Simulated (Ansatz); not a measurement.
## Starting-point dependence of the GW gap of BiOBr (P4/nmm)

How much of the starting functional survives in the G0W0 gap of BiOBr (P4/nmm)?

Program: Ansatz 0.2.0. Level of theory: G0W0 on several functionals, plane waves, PAW. Results are calculated unless marked as measured.

The database entry behind the starting cell differs from later determinations by our own check (0.1 to 0.3 % short, probably kX units), so it need not match the best structure at ambient conditions.

In doubt: masses and optical values from hybrid runs of this build are listed as unsure (step 4), which bears on the screening that GW takes from such a start.

## Step 1: The starting structure

Symmetry: P4/nmm, No. 129, tetragonal system. Conventional cell: a = 3.916 Å, b = 3.916 Å, c = 8.077 Å, α = 90.00°, β = 90.00°, γ = 90.00°. Bi has 4 O at 2.32 Å and 4 Br at 3.18 Å nearest. Nearest to Br lie 4 Bi at 3.18 Å. O has 4 Bi at 2.32 Å nearest. Farther neighbours and most contacts between anions are not listed.

Structure file:

```cif
data_structure
_symmetry_space_group_name_H-M 'P 1'
_symmetry_Int_Tables_number 1
_cell_length_a 3.9160
_cell_length_b 3.9160
_cell_length_c 8.0770
_cell_angle_alpha 90.000
_cell_angle_beta 90.000
_cell_angle_gamma 90.000
_cell_volume 123.86
loop_
_atom_site_label
_atom_site_type_symbol
_atom_site_fract_x
_atom_site_fract_y
_atom_site_fract_z
_atom_site_occupancy
Bi1 Bi 0.00000 0.50000 0.15400 1
Bi2 Bi 0.50000 0.00000 0.84600 1
Br3 Br 0.00000 0.50000 0.65300 1
Br4 Br 0.50000 0.00000 0.34700 1
O5 O 0.00000 0.00000 0.00000 1
O6 O 0.50000 0.50000 0.00000 1
```

The cell and positions come from the Crystallography Open Database and are kept as given unless a step says otherwise. Spin-orbit coupling is left out unless a step names it. The default PAW set here is soft_2. Its files were made with PBE.

## Step 2: G0W0 on LDA

G0W0 replaces the xc potential by the self-energy, built once from these orbitals. Only a window of levels is corrected, while the sums run over the empty bands that the input names.

This step: G0W0 on LDA, plane waves, PAW.

File input.yaml:

```yaml
crystal:
  lattice:
    - [3.916, 0.0, 0.0]
    - [0.0, 3.916, 0.0]
    - [0.0, 0.0, 8.077]
  atoms:
    - { symbol: Bi, position: [0.0, 0.5, 0.154] }
    - { symbol: Bi, position: [0.5, 0.0, 0.846] }
    - { symbol: Br, position: [0.0, 0.5, 0.653] }
    - { symbol: Br, position: [0.5, 0.0, 0.347] }
    - { symbol: O, position: [0.0, 0.0, 0.0] }
    - { symbol: O, position: [0.5, 0.5, 0.0] }
kpoints:
  mp_grid: { grid: [4, 4, 2] }
hamiltonian:
  xc: lda
scf:
  occupations: { method: fixed }
gw:
  n_empty_bands: 281
  ecut_chi: 100
  qp_bands: [v2, c2]
  qp_kpoints: band_edges
  screening: { model: contour_deformation }
```

Started as:

```sh
$ ansatz run input.yaml --threads 3 --pin off --max-ram 92160MiB --backend cuda --events-out ev --progress --plain --runs-dir out --devices 1 --max-vram 13GiB
```

Numbers of over 12 decimals in the logs are rounded to 6 here.

Output:

```text
GPUs: using 1 of 1 available (devices: 1).
Engine: ansatz 0.2.0, x86_64-unknown-linux-gnu
Pseudopotentials: kind: paw
Pseudopotential: Bi, paw, valence charge 15, recommended cutoff 420 eV (normal), Bi.paw.azcp
Pseudopotential: Br, paw, valence charge 7, recommended cutoff 420 eV (normal), Br.paw.azcp
Pseudopotential: O, paw, valence charge 6, recommended cutoff 420 eV (normal), O.paw.azcp
Functional definition: SPW92
  exchange = slater_x
  correlation = pw_c
device memory: the entry about to start is reckoned to put 1.5 GiB on a device that reports 51.1 GiB free (of which the cap on the GPU budget leaves the run 13.0 GiB)
GPU FFT provider: cuFFT
GPU libraries: cuBLAS 13.8.2, cuFFT 12.4.0, cuSOLVER 12.3.4
Crystal: 6 atoms, lattice volume = 123.861 Å³
Basis set: ecut = 420 eV, 2419 PW (Γ)
Bands: 34, of which v1, the nominal top of the filled ones, is band 28 counted from 1 (27 counted from 0)
Symmetry: 16 space group operations
Space group: P4/nmm (ITA 129), of the structure as read, at distance tolerance 5.0e-5 Å
k-points: 12 of 32
Non-local potential: Bi, projectors of the file, l = 0: 2, l = 1: 2, l = 2: 2, l = 3: 2
Non-local potential: Br, projectors of the file, l = 0: 2, l = 1: 2, l = 2: 2
Non-local potential: O, projectors of the file, l = 0: 2, l = 1: 2, l = 2: 1
PAW form: soft (Blöchl's): semilocal exchange-correlation on the pseudo side does not see the compensation charge
PAW frozen core: Bi, regenerated for the run's functional, and the local potential with it (the file was generated under x = pbe(κ = 0.804, μ = 0.219515), c = pbe(β = 0.066725))
PAW frozen core: Br, regenerated for the run's functional, and the local potential with it (the file was generated under x = pbe(κ = 0.804, μ = 0.219515), c = pbe(β = 0.066725))
PAW frozen core: O, regenerated for the run's functional, and the local potential with it (the file was generated under x = pbe(κ = 0.804, μ = 0.219515), c = pbe(β = 0.066725))
PAW one-centre angular grid: Bi, 590 points (default); XC on 64 Gauss nodes
PAW one-centre angular grid: Br, 110 points (default); XC on 64 Gauss nodes
PAW one-centre angular grid: O, 110 points (default); XC on 64 Gauss nodes
Initial density: superposition of atomic densities (neutral atoms: chi_scale 0, normalization atom), corrected by the library's trained network
Initial wavefunctions: pseudopotential atomic-orbital guess
GPU buffer pool allocated for 39366 grid points (all kernels)
GPU transforms: local potential and band sums: pruned to the plane-wave sphere, on 27×27×54
Functional: x = slater, c = lda
SCF iter   1: F=—  HF=-30671.921999 eV  |F-HF|=—  |Δ(HF+E_count)|=         —  Δρ=1.12e-2  dr2=1.43e-1  ethr=1.77e-3  ⟨swp⟩=5.1  Hψ=1557  notcnv=0  defer=45
preconditioner: auto → Resta (q_TF=auto, 2.390 Å⁻¹)  ε∞=3.4  [insulator: Δε(μ)=2.061 eV  Ē_g=16.278 eV  n_scr=30 (ndim 8)  ℏωp=25.0 eV  f_vac=0.002  ε∞_Penn≈3.4]
SCF iter   2: F=—  HF=-30671.897497 eV  |F-HF|=—  |Δ(HF+E_count)|=   2.45e-2  Δρ=5.98e-3  dr2=5.05e-2  ethr=2.55e-4  ⟨swp⟩=2.0  Hψ=745  notcnv=0  defer=47
SCF iter   3: F=—  HF=-30671.889279 eV  |F-HF|=—  |Δ(HF+E_count)|=   8.22e-3  Δρ=2.06e-3  dr2=4.06e-3  ethr=9.01e-5  ⟨swp⟩=2.2  Hψ=557  notcnv=0  defer=48
SCF iter   4: F=—  HF=-30671.888269 eV  |F-HF|=—  |Δ(HF+E_count)|=   1.01e-3  Δρ=5.51e-4  dr2=2.81e-4  ethr=7.26e-6  ⟨swp⟩=2.4  Hψ=565  notcnv=0  defer=48
SCF iter   5: F=—  HF=-30671.888215 eV  |F-HF|=—  |Δ(HF+E_count)|=   5.41e-5  Δρ=1.02e-4  dr2=1.27e-5  ethr=5.02e-7  ⟨swp⟩=2.5  Hψ=546  notcnv=0  defer=34
SCF iter   6: F=—  HF=-30671.888215 eV  |F-HF|=—  |Δ(HF+E_count)|=   7.65e-8  Δρ=2.17e-5  dr2=5.89e-7  ethr=2.26e-8  ⟨swp⟩=2.1  Hψ=552  notcnv=0  defer=25
SCF iter   7: F=-30671.888215 eV  HF=-30671.888215 eV  |F-HF|=5.99e-9  |Δ(HF+E_count)|=   1.31e-7  Δρ=3.17e-6  dr2=1.53e-8  ethr=1.79e-10  ⟨swp⟩=10.0  Hψ=1749  notcnv=0
SCF 1 converged in 7 iterations: F = -30671.888215 eV  dr2 = 1.53e-8
  greatest PAW one-centre occupation: 0.991 electrons in one spin orbital (limit 2), on the Bi atom at site 1 (counted from 0), in its partial waves of l = 2
device memory: the entry about to start is reckoned to put 2.1 GiB on a device that reports 61.0 GiB free (of which the cap on the GPU budget leaves the run 13.0 GiB)
NSCF: frozen V_eff on 12 k-points
the band table was solved once the SCF had ended and its energy, with any forces and stress, was formed, with the checks that follow a solve (1653 applications of the Hamiltonian). They found nothing against the state; the energy, forces and stress were not computed again (output.eigenvalues in the input reference)
device memory: the entry about to start is reckoned to put 4.3 GiB on a device that reports 61.6 GiB free (of which the cap on the GPU budget leaves the run 13.0 GiB)
NSCF: frozen V_eff on 12 k-points
G₀W₀ screening: q 1/12
[... further progress lines ...]
SCF converged after 7 iterations
Free energy (F): -30671.888215 eV
Harris-Foulkes:  -30671.888215 eV  (|F-HF|=5.99e-9)
Internal energy: -30671.888215 eV  (E = F + TS)
E sigma→0 (E₀):  -30671.888215 eV
Fermi energy:    7.174507 eV
--- Per-component energies (eV) ---
  E_band       = -239.493386
  E_kinetic    = 1219.291393
  E_local      = -5452.938467  (includes V_loc(G=0)·N_el)
  E_nonlocal   = 1379.505122
  E_hartree    = 1989.920580
  E_xc         = -970.778609
  E_vxc        = -688.185468  (∫ρ·V_xc dr)
  E_paw        = -25321.059286  (= ΣΔE_a)
  E_vpaw       = -677.018285  (= ΣTr[D̂ρ^β])
  E_aug_tail   = 0.003956  (compensation charges beyond the density's cutoff)
  E_ewald      = -3516.430001
  E_core_change = 0.597096  (= ΣΔE_core)
  E_smearing   = -0.000000  (= −TS)
  E_closure    = -0.000000  (closes the sum)
  Σ components = -30671.888215   (vs F -30671.888215, Δ=0.00e0)
--- Band table (eV; the first three rows and the last of 12) ---
  k-point 0: bands = [... 24 lower, 6.2362, 6.5048, 6.5048, 6.5707, 9.5218, 10.4335, 12.1099, 12.1099, ... 2 higher]
  k-point 1: bands = [... 24 lower, 6.2999, 6.8204, 6.8204, 7.1240, 9.3333, 9.6153, 11.9342, 11.9342, ... 2 higher]
  k-point 2: bands = [... 24 lower, 6.6604, 6.7123, 6.9511, 7.1346, 11.0739, 11.3341, 11.3982, 11.8780, ... 2 higher]
  k-point 11: bands = [... 24 lower, 6.1493, 6.1493, 6.2252, 6.2252, 11.2205, 11.2205, 12.4909, 12.4909, ... 2 higher]
--- G₀W₀: contour deformation, 6 samples at zero and on the imaginary axis and 1 off it, 32 q-points, 281 empty bands' worth ---
  eigenvalues of the whole cell's RPA ε∞ on this k-mesh (on a slab, of 1 + 4πα/V) = 5.5951, 7.5981, 7.5981; static W/v taken at q = 0 is 0.144084
  bands read: the sum over 309 bands ends inside a degenerate multiplet in 6 slots, whose members it reads at an even weight; the widest, k=4: bands 309 to 310 (counted from 1) at 1/2 each
  gw.qp_kpoints: band_edges: 10 of 12 stored k-points solved, in 1 pass; an edge of the gap read off the rows below is read off those points alone
    valence top: of the k-points left out ik 8 came nearest to being solved in a further pass, in band 28 (counted from 1, as in the quasiparticle table): it holds the edge there only if its correction is more favourable than any solved in that band by at least 0.778 eV; those differ by 0.327 eV
    conduction bottom: of the k-points left out ik 8 came nearest to being solved in a further pass, in band 29 (counted from 1, as in the quasiparticle table): it holds the edge there only if its correction is more favourable than any solved in that band by at least 1.867 eV; those differ by 0.261 eV
    ik  band        ε_KS         Σx   Σc(E_QP)       V_xc       Z   E_QP_lin       E_QP  E_QP is
     0    27      6.5048   -19.6303     2.7652   -16.3601  0.7483     5.9948     5.9998  root
     0    28      6.5707   -18.6337     2.2245   -15.9482  0.7577     6.1056     6.1097  root
     0    29      9.5218   -10.5123    -3.6489   -14.8926  0.8048    10.2593    10.2533  root
     0    30     10.4335   -10.8693    -3.5483   -15.1485  0.7954    11.1711    11.1644  root
     1    27      6.8204   -19.9977     2.7381   -16.7301  0.7510     6.2857     6.2909  root
     1    28      7.1240   -19.7846     2.3423   -16.9514  0.7594     6.6289     6.6331  root
     1    29      9.3333    -9.7949    -3.4993   -13.9245  0.8065     9.9678     9.9636  root
     1    30      9.6153    -9.4705    -3.7438   -13.9999  0.8097    10.4078    10.4009  root
     2    27      6.9511   -20.8105     2.9791   -17.3696  0.7479     6.4854     6.4893  root
     2    28      7.1346   -20.5164     2.4871   -17.6481  0.7575     6.7510     6.7533  root
     2    29     11.0739   -11.4436    -3.6696   -16.0045  0.7865    11.9757    11.9652  root
     2    30     11.3341   -10.6789    -3.9305   -15.4648  0.7885    12.2001    12.1895  root
     3    27      6.8730   -19.9375     2.7197   -16.6756  0.7515     6.3253     6.3308  root
     3    28      7.0329   -21.0061     2.4549   -18.3283  0.7580     6.8092     6.8100  root
     3    29     10.8733   -11.4373    -3.6011   -15.8345  0.7871    11.6776    11.6694  root
     3    30     11.1217   -11.0268    -3.7650   -15.6490  0.7894    11.9886    11.9789  root
     4    27      7.1305   -21.1826     2.5376   -18.3950  0.7572     6.8796     6.8805  root
     4    28      7.1305   -21.1826     2.5376   -18.3950  0.7572     6.8796     6.8805  root
     4    29     11.5122   -11.3802    -3.6833   -15.9012  0.7863    12.3595    12.3498  root
     4    30     11.5122   -11.3802    -3.6833   -15.9012  0.7863    12.3595    12.3498  root
     5    27      7.1745   -21.0850     2.5918   -18.1972  0.7562     6.8772     6.8785  root
     5    28      7.1745   -21.0850     2.5918   -18.1972  0.7562     6.8772     6.8785  root
     5    29     11.3309   -10.9580    -3.6708   -15.4405  0.7908    12.1511    12.1426  root
     5    30     11.3309   -10.9580    -3.6708   -15.4405  0.7908    12.1511    12.1426  root
[...]
9    27      6.7835   -20.0024     2.7457   -16.7713  0.7510     6.2937     6.2981  root
     9    28      6.7835   -20.0024     2.7457   -16.7713  0.7510     6.2937     6.2981  root
     9    29     10.8147   -11.5554    -3.5029   -15.8513  0.7920    11.6153    11.6078  root
     9    30     10.8147   -11.5554    -3.5029   -15.8513  0.7920    11.6153    11.6078  root
    10    27      6.4978   -19.8763     2.9132   -16.4133  0.7451     5.9416     5.9480  root
    10    28      6.4978   -19.8763     2.9132   -16.4133  0.7451     5.9416     5.9480  root
    10    29     10.5245   -10.4290    -3.6125   -14.7464  0.8011    11.2349    11.2293  root
    10    30     10.5245   -10.4290    -3.6125   -14.7464  0.8011    11.2349    11.2293  root
```

It took 8.3 s on 1 × NVIDIA H100 80GB HBM3 (shared by 6 runs) with 3 threads of AMD EPYC 7R13 (Zen 3), shared host; peak memory 1.4 GiB.

Numbers from this step:

- bands summed: 309
- RPA ε∞ on this mesh (eigenvalues): 5.595, 7.598, 7.598
- plane waves in the screening matrix: 281
- q-points in the mesh: 32
- G0W0 gap on the mesh: 3.083 eV
- k of the valence top: 0, -0.5, 0
- k of the conduction bottom: 0, 0, -0.5
- starting gap on the mesh: 2.159 eV
- Z at the valence top: 0.7572
- Z at the conduction bottom: 0.8065
- least direct G0W0 gap on the computed points: 3.331 eV

The gap on the mesh goes from 2.16 eV to 3.08 eV, a correction of +0.92 eV, though a band edge has moved to another state.

## Step 3: G0W0 on r2SCAN

The same correction from a different start measures what one shot leaves open.

This step: G0W0 on r2SCAN, plane waves, PAW.

input.yaml, as its differences from that of step 2:

```diff
@@ -15,3 +15,3 @@
 hamiltonian:
-  xc: lda
+  xc: r2scan
 scf:
```

Output:

```text
GPUs: using 1 of 1 available (devices: 1).
[...]
GPU FFT provider: cuFFT
GPU libraries: cuBLAS 13.8.2, cuFFT 12.4.0, cuSOLVER 12.3.4
Crystal: 6 atoms, lattice volume = 123.861 Å³
Basis set: ecut = 500 eV, 3133 PW (Γ), exchange–correlation on 120×120×240 points (64 copies of the dense FFT grid, shifted against one another)
Bands: 34, of which v1, the nominal top of the filled ones, is band 28 counted from 1 (27 counted from 0)
Symmetry: 16 space group operations
[...]
k-points: 12 of 32
[...]
GPU buffer pool allocated for 54000 grid points (all kernels)
[...]
SCF iter   1: F=—  HF=-31547.136034 eV  |F-HF|=—  |Δ(HF+E_count)|=         —  Δρ=6.49e-3  dr2=6.46e-2  dr2_τ=1.23e-1  ethr=1.77e-3  ⟨swp⟩=5.1  Hψ=1514  notcnv=0  defer=46
[...]
SCF iter   7: F=-31547.204791 eV  HF=-31547.204791 eV  |F-HF|=7.20e-9  |Δ(HF+E_count)|=   2.18e-7  Δρ=3.07e-6  dr2=1.11e-8  dr2_τ=5.05e-10  ethr=1.79e-10  ⟨swp⟩=9.5  Hψ=1625  notcnv=0
SCF 1 converged in 7 iterations: F = -31547.204791 eV  dr2 = 1.11e-8
[...]
NSCF: frozen V_eff on 12 k-points
[...]
G₀W₀ screening: q 1/12
[... further progress lines ...]
SCF converged after 7 iterations
Free energy (F): -31547.204791 eV
[...]
Internal energy: -31547.204791 eV  (E = F + TS)
E sigma→0 (E₀):  -31547.204791 eV
Fermi energy:    7.218562 eV
[...]
--- Band table (eV; the first three rows and the last of 12) ---
  k-point 0: bands = [... 24 lower, 6.2044, 6.4901, 6.4901, 6.6576, 10.1277, 11.0135, 12.7454, 12.7454, ... 2 higher]
  k-point 1: bands = [... 24 lower, 6.3147, 6.7856, 6.7856, 7.1404, 9.8964, 10.3339, 12.5780, 12.5780, ... 2 higher]
  k-point 2: bands = [... 24 lower, 6.6367, 6.7895, 6.9259, 7.1579, 11.7194, 11.9612, 12.0202, 12.5012, ... 2 higher]
  k-point 11: bands = [... 24 lower, 6.1337, 6.1337, 6.1680, 6.1680, 11.7855, 11.7855, 13.1559, 13.1559, ... 2 higher]
[...]
0    27      6.4901   -19.6734     2.6910   -16.4814  0.7669     5.9850     5.9891  root
     0    28      6.6576   -19.0089     2.2554   -16.2013  0.7759     6.1006     6.1054  root
     0    29     10.1277   -10.1671    -3.5653   -14.0961  0.8184    10.4926    10.4914  root
     0    30     11.0135   -10.3795    -3.5134   -14.3000  0.8116    11.4222    11.4206  root
     1    27      6.7856   -20.0681     2.6762   -16.9013  0.7690     6.2913     6.2951  root
     1    28      7.1404   -19.9374     2.3333   -17.0968  0.7772     6.6294     6.6331  root
     1    29      9.8964    -9.4813    -3.4398   -13.2269  0.8205    10.2030    10.2022  root
     1    30     10.3339    -9.2756    -3.6413   -13.2322  0.8218    10.6501    10.6492  root
[...]
10    27      6.4677   -19.9884     2.8315   -16.6355  0.7644     5.9416     5.9463  root
    10    28      6.4677   -19.9884     2.8315   -16.6355  0.7644     5.9416     5.9463  root
    10    29     11.1175   -10.1719    -3.5091   -14.0683  0.8153    11.5062    11.5049  root
    10    30     11.1175   -10.1719    -3.5091   -14.0683  0.8153    11.5062    11.5049  root
```

It took 14 s on 1 × NVIDIA H100 80GB HBM3 (shared by 6 runs) with 3 threads; peak memory 1.6 GiB; 27 s of CPU time.

Numbers from this step:

| Property | Result |
| --- | --- |
| bands summed | 309 |
| RPA ε∞ on this mesh (eigenvalues) | 4.661, 6.224, 6.224 |
| plane waves in the screening matrix | 281 |
| q-points in the mesh | 32 |
| G0W0 gap on the mesh | 3.275 eV |
| k of the valence top | 0, -0.5, -0.5 |
| k of the conduction bottom | 0, 0, -0.5 |
| starting gap on the mesh | 2.678 eV |
| Z at the valence top | 0.7747 |
| Z at the conduction bottom | 0.8205 |
| least direct G0W0 gap on the computed points | 3.569 eV |

Against the run with 4×4×2 mesh, 281 empty bands, screening to 100 eV on LDA, the gap moves by +0.19 eV, while the start moved by +0.52 eV.

## Step 4: G0W0 on HSE06

This step: G0W0 on HSE06, plane waves, PAW.

input.yaml, as its differences from that of step 3:

```diff
@@ -15,3 +15,3 @@
 hamiltonian:
-  xc: r2scan
+  xc: hse06
 scf:
```

Output:

```text
GPUs: using 1 of 1 available (devices: 1).
[...]
davidson cushion auto → on  (no smearing: the cushion is to keep the highest requested band from converging to the state above it; pin scf.eigensolver.cushion to override)
[...]
GPU FFT provider: cuFFT
GPU libraries: cuBLAS 13.8.2, cuFFT 12.4.0, cuSOLVER 12.3.4
Crystal: 6 atoms, lattice volume = 123.861 Å³
Basis set: ecut = 420 eV, 2419 PW (Γ)
[...]
1    29     10.0128    -9.3088    -3.4116   -12.9744  0.8329    10.2672    10.2668  root
     1    30     10.4434    -9.0895    -3.6040   -12.9697  0.8346    10.7203    10.7197  root
[...]
10    27      5.9912   -19.9366     2.6463   -17.0327  0.7817     5.7327     5.7336  root
    10    28      5.9912   -19.9366     2.6463   -17.0327  0.7817     5.7327     5.7336  root
    10    29     11.2365    -9.9808    -3.4654   -13.7701  0.8279    11.5612    11.5604  root
    10    30     11.2365    -9.9808    -3.4654   -13.7701  0.8279    11.5612    11.5604  root
[key lines of the parts left out:]
Free energy (F): -31506.443570 eV
Fermi energy:    6.821188 eV
```

It took 61 s on 1 × NVIDIA H100 80GB HBM3 (shared by 6 runs) with 3 threads; peak memory 1.7 GiB.

Numbers from this step:

* bands summed: 309
* RPA ε∞ on this mesh (eigenvalues): 4.305, 5.588, 5.588
* plane waves in the screening matrix: 281
* G0W0 gap on the mesh: 3.516 eV
* k of the valence top: 0, -0.5, -0.5
* k of the conduction bottom: 0, 0, -0.5
* starting gap on the mesh: 3.192 eV
* least direct G0W0 gap on the computed points: 3.815 eV

Against the run with 4×4×2 mesh, 281 empty bands, screening to 100 eV on r2SCAN, the gap moves by +0.24 eV, while the start moved by +0.51 eV.

(Continued in part 2 of 2.)

[Paths, hosts, dates, memory and timing lines, banners, echoed tables and standing remarks are left out of the program output.]

[Logs are printed without paths, hosts, clocks, repeated set-up lines and the standing remarks that a program may print on its own settings, such as how far it seeks lower states.]

[Runs of the session that timed out or met a known fault of the program may be left out.]

[Cells called generated may have been cut or substituted from an entry of the Crystallography Open Database or the Materials Project.]

[Hosts, paths, dates, database ids (printed as entryN), source tags and the programs' standing remarks are cut or masked in the printed files.]
